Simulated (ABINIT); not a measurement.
# SiO2 (P3_221): G0W0 with ABINIT, start to end, part 3 of 3

Wanted: ground state, empty states, screening and self-energy for SiO2 (P3_221).

ABINIT 10.8.3; PBE and many-body steps on it, plane waves. Known limits of the many-body steps: not at the basis limit; coarse k mesh.

So far. Step 3 (Bands along the symmetry lines): The gap is 6.031 eV, as in the run before at this level. Step 4 (Empty states on the mesh, 3×3×2 mesh, 221 bands): On this mesh the gap is 6.031 eV.

## Step 5: Screening, 3×3×2 mesh, 201 bands, screening to 106.1 eV

The RPA dielectric matrix is built and inverted for each q.

This step: RPA screening on PBE, plane waves, norm-conserving pseudopotentials.

run.abi

```
acell 3*1.0 Angstrom
rprim 
  4.916359999971 0.000000000007 0.000000000000
  -2.458179999991 4.257692654122 0.000000000000
  0.000000000000 0.000000000000 5.408400000000
ntypat 2
znucl 14 8
natom 9
typat 1 1 1 2 2 2 2 2 2
xred 
  0.469730000000 0.000000000000 0.666666666667
  0.000000000000 0.469730000000 0.333333333333
  0.530270000000 0.530270000000 -0.000000000000
  0.413540000000 0.267580000000 0.785580000000
  0.732420000000 0.145960000000 0.452246666667
  0.854040000000 0.586460000000 0.118913333333
  0.267580000000 0.413540000000 0.214420000000
  0.145960000000 0.732420000000 0.547753333333
  0.586460000000 0.854040000000 0.881086666667
pp_dirpath "pseudos"
pseudos "Si.upf, O.upf"
ecut 36
ngkpt 3 3 2
nshiftk 1
shiftk 0 0 0
kptopt 1
chksymbreak 0
istwfk *1
occopt 1
irdwfk 1
optdriver 3
nband 201
ecuteps 3.9
inclvkb 2
awtr 1
symchi 1
indata_prefix "in"
outdata_prefix "out"
tmpdata_prefix "tmp"
```

On the command line:

```
> OMP_NUM_THREADS=1 mpirun -n 4 abinit run.abi > log
```

Numbers of over 12 decimals in the logs are rounded to 6 here.

What it wrote:

```text
.Version 10.8.3 of ABINIT. v10.8.2 released Aug 2026.

 Symmetries : space group P3_2 2 1 (#154); Bravais hP (primitive hexag.)
[... echo of the input left out ...]
== DATASET  1 ==================================================================
-   mpi_nproc: 4, omp_nthreads: 1 (-1 if OMP is not activated)

--- !DatasetInfo
iteration_state: {dtset: 1, }
dimensions: {natom: 9, nkpt: 6, mband: 201, nsppol: 1, nspinor: 1, nspden: 1, mpw: 7935, }
cutoff_energies: {ecut:  36.0, pawecutdg:  -1.0, }
electrons: {nelect:   4.80000000E+01, charge:   0.00000000E+00, occopt:   1.00000000E+00, tsmear:   1.00000000E-02, }

 SCREENING: Calculation of the susceptibility and dielectric matrices

 Based on a program developped by R.W. Godby, V. Olevano, G. Onida, and L. Reining.
 Incorporated in ABINIT by V. Olevano, G.-M. Rignanese, and M. Torrent.
.Using double precision arithmetic ; gwpc =  8

[... cell and pseudopotentials left out ...]
--------------------------------------------------------------------------------

 ==== K-mesh for the wavefunctions ====
 Number of points in the irreducible wedge :     6
[... list of points left out ...]
 Together with  6 symmetry operations and time-reversal symmetry
 yields    18 points in the full Brillouin Zone.

 ==== Q-mesh for the screening function ====
 Number of points in the irreducible wedge :     6
[... list of points left out ...]
 Together with  6 symmetry operations and time-reversal symmetry
 yields    18 points in the full Brillouin Zone.

 setmesh: FFT mesh size selected  =    36x   36x   45
          total number of points  =        58320

 vcoul_init : cutoff-mode = AUXILIARY_FUNCTION
 q-points for optical limit:   1
     1)      0.000010    0.000020    0.000030

- screening: taking advantage of time-reversal symmetry
- Maximum band index for partially occupied states nbvw = 24
- Remaining bands to be divided among processors   nbcw = 177
- Number of bands treated by each node ~44

 Number of electrons calculated from density =   48.0000; Expected =   48.0000
 average of density, n =  0.062829
 r_s =    1.5605
 omega_plasma =   24.1788 [eV]

 calculating chi0 at frequencies [eV] :
  1    0.000000E+00    0.000000E+00
  2    0.000000E+00    2.417879E+01

--------------------------------------------------------------------------------
  q-point number  1        q = ( 0.000000, 0.000000, 0.000000) [r.l.u.]
--------------------------------------------------------------------------------
[... chi0 elements left out ...]
 For q-point:  0.000010 0.000020 0.000030
  dielectric constant =   2.3424
  dielectric constant without local fields =   2.5395

  Average fulfillment of the sum rule on Im[epsilon] for q-point    1 :     68.08  [%]
[... wings left out ...]
  q-point number  2        q = ( 0.333333, 0.000000, 0.000000) [r.l.u.]
--------------------------------------------------------------------------------
[... chi0 elements left out ...]
  Average fulfillment of the sum rule on Im[epsilon] for q-point    2 :     73.50  [%]

 [... 4 further q-points ...]
```

Elapsed: 2.1 min, on 4 MPI ranks of Arm Neoverse V1, shared host; peak memory 2.2 GiB; 8.3 min of CPU time.

This step gave:

```
ε∞ with local fields, on this mesh, along the program's q direction : 2.342
the same without local fields                                       : 2.539
plasma frequency                                                    : 24.18 eV
plane waves in the screening matrix                                 : 279
```

Local fields lower ε∞ by 8 %. On a Γ-centred mesh this coarse the value itself is usually too large, while a short band sum pulls it down.

## Step 6: Self-energy, 3×3×2 mesh, 201 bands, screening to 106.1 eV

The self-energy is evaluated for the states that the input lists, and the levels follow from it, in one-shot runs by the linearised quasiparticle equation.

This step: G0W0 on PBE, plane waves, norm-conserving pseudopotentials.

run.abi, as its differences from that of step 5:

```diff
@@ -30,8 +30,25 @@
 irdwfk 1
-optdriver 3
+optdriver 4
 nband 201
+gwcalctyp 0
+ecutsigx 36
+symsigma 1
+nkptgw 6
+kptgw 
+  0.0000000000 0.0000000000 0.0000000000
+  0.3333333333 0.0000000000 0.0000000000
+  0.3333333333 0.3333333333 0.0000000000
+  0.0000000000 0.0000000000 0.5000000000
+  0.3333333333 0.0000000000 0.5000000000
+  0.3333333333 0.3333333333 0.5000000000
+bdgw 
+  7 30
+  7 30
+  7 30
+  7 30
+  7 30
+  7 30
 ecuteps 3.9
-inclvkb 2
-awtr 1
-symchi 1
+irdscr 1
+ppmodel 1
 indata_prefix "in"
```

What it wrote:

```text
.Version 10.8.3 of ABINIT. v10.8.2 released Aug 2026.

 Symmetries : space group P3_2 2 1 (#154); Bravais hP (primitive hexag.)
[... echo of the input left out ...]
== DATASET  1 ==================================================================
-   mpi_nproc: 4, omp_nthreads: 1 (-1 if OMP is not activated)

--- !DatasetInfo
iteration_state: {dtset: 1, }
dimensions: {natom: 9, nkpt: 6, mband: 201, nsppol: 1, nspinor: 1, nspden: 1, mpw: 7935, }
cutoff_energies: {ecut:  36.0, pawecutdg:  -1.0, }
electrons: {nelect:   4.80000000E+01, charge:   0.00000000E+00, occopt:   1.00000000E+00, tsmear:   1.00000000E-02, }

 SIGMA: Calculation of the GW corrections

 Based on a program developped by R.W. Godby, V. Olevano, G. Onida, and L. Reining.
 Incorporated in ABINIT by V. Olevano, G.-M. Rignanese, and M. Torrent.
.Using double precision arithmetic ; gwpc =  8

[... cell and pseudopotentials left out ...]
--------------------------------------------------------------------------------

 ==== K-mesh for the wavefunctions ====
 Number of points in the irreducible wedge :     6
[... list of points left out ...]
 Together with  6 symmetry operations and time-reversal symmetry
 yields    18 points in the full Brillouin Zone.

 ==== Q-mesh for screening function ====
 Number of points in the irreducible wedge :     6
[... list of points left out ...]
 Together with  6 symmetry operations and time-reversal symmetry
 yields    18 points in the full Brillouin Zone.

 vcoul_init : cutoff-mode = AUXILIARY_FUNCTION
 q-points for optical limit:   1
     1)      0.000010    0.000020    0.000030
 setmesh: FFT mesh size selected  =    45x   45x   60
          total number of points  =       121500

 Number of electrons calculated from density =   48.0000; Expected =   48.0000
 average of density, n =  0.062829
 r_s =    1.5605
 omega_plasma =   24.1788 [eV]

 === KS Band Gaps ===
  >>>> For spin  1
   Minimum direct gap =   6.3458 [eV], located at k-point      :   0.0000  0.0000  0.0000
   Fundamental gap    =   6.0307 [eV], Top of valence bands at :   0.3333  0.3333  0.0000
                                       Bottom of conduction at :   0.0000  0.0000  0.0000
 SIGMA fundamental parameters:
 PLASMON POLE MODEL  1
 number of plane-waves for SigmaX                 7935
 number of plane-waves for SigmaC and W            279
 number of plane-waves for wavefunctions          7935
 number of bands                                   201
 number of independent spin polarizations            1
 number of spinorial components                      1
 number of k-points in IBZ                           6
 number of q-points in IBZ                           6
 number of symmetry operations                       6
 number of k-points in BZ                           18
 number of q-points in BZ                           18
 number of frequencies for dSigma/dE                 9
 frequency step for dSigma/dE [eV]                0.25
 number of omega for Sigma on real axis              0
 max omega for Sigma on real axis  [eV]           0.00
 zcut for avoiding poles [eV]                     0.10

 EPSILON^-1 parameters (SCR file):
 dimension of the eps^-1 matrix on file            279
 dimension of the eps^-1 matrix used               279
 number of plane-waves for wavefunctions          7935
 number of bands                                   201
 number of q-points in IBZ                           6
 number of frequencies                               2
 number of real frequencies                          1
 number of imag frequencies                          1

 matrix elements of self-energy operator (all in [eV])

 Perturbative Calculation

--- !SelfEnergy_ee
iteration_state: {dtset: 1, }
kpoint     : [   0.000,    0.000,    0.000, ]
spin       : 1
KS_gap     :    6.346
QP_gap     :    8.944
Delta_QP_KS:    2.598
data: !SigmaeeData |
     Band     E0 <VxcDFT>   SigX SigC(E0)      Z dSigC/dE  Sig(E)    E-E0       E
        7  -8.035 -17.116 -24.280   4.399   0.805  -0.242 -19.342  -2.226 -10.261
        8  -8.035 -17.116 -24.280   4.399   0.805  -0.242 -19.342  -2.226 -10.261
        9  -5.223 -17.954 -24.608   4.179   0.815  -0.227 -19.971  -2.017  -7.240
       10  -5.213 -18.427 -24.891   4.089   0.817  -0.224 -20.367  -1.940  -7.153
       11  -5.033 -18.108 -24.672   4.130   0.816  -0.225 -20.095  -1.987  -7.019
       12  -5.033 -18.108 -24.672   4.130   0.816  -0.225 -20.095  -1.987  -7.019
       13  -2.730 -17.078 -23.517   4.065   0.813  -0.230 -19.009  -1.931  -4.662
       14  -2.730 -17.078 -23.517   4.065   0.813  -0.230 -19.009  -1.931  -4.662
       15  -2.497 -17.435 -23.924   4.147   0.812  -0.232 -19.336  -1.901  -4.398
       16  -2.243 -17.626 -23.937   4.018   0.815  -0.227 -19.495  -1.869  -4.112
[...]
--- !SelfEnergy_ee
iteration_state: {dtset: 1, }
kpoint     : [   0.333,    0.000,    0.000, ]
spin       : 1
KS_gap     :    7.536
QP_gap     :   10.348
Delta_QP_KS:    2.812
data: !SigmaeeData |
     Band     E0 <VxcDFT>   SigX SigC(E0)      Z dSigC/dE  Sig(E)    E-E0       E
[...]
--- !SelfEnergy_ee
iteration_state: {dtset: 1, }
kpoint     : [   0.333,    0.333,    0.000, ]
spin       : 1
KS_gap     :    8.938
QP_gap     :   11.955
Delta_QP_KS:    3.017
data: !SigmaeeData |
     Band     E0 <VxcDFT>   SigX SigC(E0)      Z dSigC/dE  Sig(E)    E-E0       E
[...]
--- !SelfEnergy_ee
iteration_state: {dtset: 1, }
kpoint     : [   0.000,    0.000,    0.500, ]
spin       : 1
KS_gap     :    8.057
QP_gap     :   10.953
Delta_QP_KS:    2.897
data: !SigmaeeData |
     Band     E0 <VxcDFT>   SigX SigC(E0)      Z dSigC/dE  Sig(E)    E-E0       E
[...]
--- !SelfEnergy_ee
iteration_state: {dtset: 1, }
kpoint     : [   0.333,    0.000,    0.500, ]
spin       : 1
KS_gap     :    8.771
QP_gap     :   11.873
Delta_QP_KS:    3.102
data: !SigmaeeData |
     Band     E0 <VxcDFT>   SigX SigC(E0)      Z dSigC/dE  Sig(E)    E-E0       E
[...]
--- !SelfEnergy_ee
iteration_state: {dtset: 1, }
kpoint     : [   0.333,    0.333,    0.500, ]
spin       : 1
KS_gap     :    9.599
QP_gap     :   13.090
Delta_QP_KS:    3.491
data: !SigmaeeData |
     Band     E0 <VxcDFT>   SigX SigC(E0)      Z dSigC/dE  Sig(E)    E-E0       E
[...]
26  10.008 -11.101  -5.961  -3.328   0.865  -0.157  -9.534   1.567  11.575
       27  10.008 -11.101  -5.961  -3.328   0.865  -0.157  -9.534   1.567  11.575
       28  10.316 -11.351  -5.974  -3.511   0.862  -0.160  -9.742   1.609  11.925
       29  10.316 -11.351  -5.974  -3.511   0.862  -0.160  -9.742   1.609  11.925
       30  10.450 -11.938  -6.760  -3.167   0.861  -0.162 -10.207   1.731  12.181

 New Fermi energy :        1.143762E-01 Ha ,    3.112335E+00 eV

 === QP Band Gaps ===
  >>>> For spin  1
   Minimum direct gap =   8.9439 [eV], located at k-point      :   0.0000  0.0000  0.0000
   Fundamental gap    =   8.5452 [eV], Top of valence bands at :   0.3333  0.3333  0.0000
                                       Bottom of conduction at :   0.0000  0.0000  0.0000

== END DATASET(S) ==============================================================
================================================================================

 -outvars: echo values of variables after computation  --------
           etotal      0.0000000000E+00
            nband         201
             nkpt           6
          spgroup         154
 [... the other variables as echoed above ...]

 Calculation completed.
```

Run time: 4.7 min. Hardware: 4 MPI ranks; peak memory 2.2 GiB; 19 min of CPU time.

Numbers from this step:

```yaml
g0w0_gap_on_the_mesh: 8.545 eV
starting_gap_on_the_mesh: 6.031 eV
k_of_the_valence_top: 0.3333, 0.3333, 0
k_of_the_conduction_bottom: 0, 0, 0
z_at_the_valence_top: 0.82
z_at_the_conduction_bottom: 0.872
least_direct_g0w0_gap_on_the_computed_points: 8.944 eV
```

The gap on the mesh goes from 6.03 eV to 8.54 eV, a correction of +2.51 eV.

Limits: finite bands, cutoff and mesh; coarse k mesh. v1 is the top filled band, c1 the lowest empty one. Levels before and after the correction, in eV, zero at the valence-band top of each column:

```csv
,conduction bottom,valence top
Kohn-Sham,6.03,0.00
G0W0,8.54,0.00
```

```csv
,level,energy (eV)
Kohn-Sham,Γ v3,-0.683
Kohn-Sham,Γ v2-v1,-0.315
Kohn-Sham,Γ c1,6.031
Kohn-Sham,Γ c2-c3,9.328
Kohn-Sham,(0.333 0.333 0) v3-v2,-0.434
Kohn-Sham,(0.333 0.333 0) v1,0.000
Kohn-Sham,(0.333 0.333 0) c1-c2,8.938
Kohn-Sham,(0.333 0.333 0) c3,9.435
G0W0,Γ v3,-0.833
G0W0,Γ v2-v1,-0.399
G0W0,Γ c1,8.545
G0W0,Γ c2-c3,12.195
G0W0,(0.333 0.333 0) v3-v2,-0.516
G0W0,(0.333 0.333 0) v1,0.000
G0W0,(0.333 0.333 0) c1-c2,11.955
G0W0,(0.333 0.333 0) c3,12.486
```

## Step 7: Where the time went

Times are wall times on 4 MPI ranks of Arm Neoverse V1, shared host, good to a factor of about two.

```csv
step,time,share,memory (GiB)
ground state,80 s,11 %,0.48
bands along the symmetry lines,61 s,8 %,0.48
empty states on the mesh,2.8 min,23 %,0.53
screening,2.1 min,17 %,2.2
self-energy,4.7 min,40 %,2.2
```

## Step 8: What came out

| Quantity | Value |
| --- | --- |
| PBE gap | 6.03 eV, indirect |
| G0W0 gap on the mesh | 8.54 eV |
| GW settings | 3×3×2 mesh, 201 bands, screening to 106.1 eV, Godby-Needs plasmon pole |
| known limits | not at the basis limit; coarse k mesh |

**Reading.** G0W0 moves the gap on the mesh from 6.03 eV to 8.54 eV (+2.51 eV), with Z of 0.82 and 0.87 at the edges. Local fields lower the RPA ε∞ on this mesh from 2.54 to 2.34; a Γ-centred mesh this coarse tends to raise both, most where the direct gap is narrow, while a short band sum lowers them. The dearest step here is «self-energy». Bands and cutoff are finite, so the gap is not at the basis limit. The miss can reach some tenths of an eV and take either sign; the mesh is an error of its own. The 3×3×2 mesh is coarse for this cell, which bears on the long-range parts of exchange and screening.

[Paths, hosts, dates, memory and timing lines, banners, echoed tables and standing remarks are left out of the program output.]

[Logs are printed without paths, hosts, clocks, repeated set-up lines and the standing remarks that a program may print on its own settings, such as how far it seeks lower states.]

[Runs of the session that timed out or met a known fault of the program may be left out.]

[Hosts, paths, dates, database ids (printed as entryN), source tags and the programs' standing remarks are cut or masked in the printed files.]

[G0W0 gaps are taken among the corrected bands and points alone; a level outside them can change the order at an edge.]

[Where Ansatz stands beside ABINIT at settings called matched, ABINIT's density can come from a denser mesh and the files from another edition; pairs whose starting gaps differed by over 0.03 eV were left out, so agreement reads better than it is.]
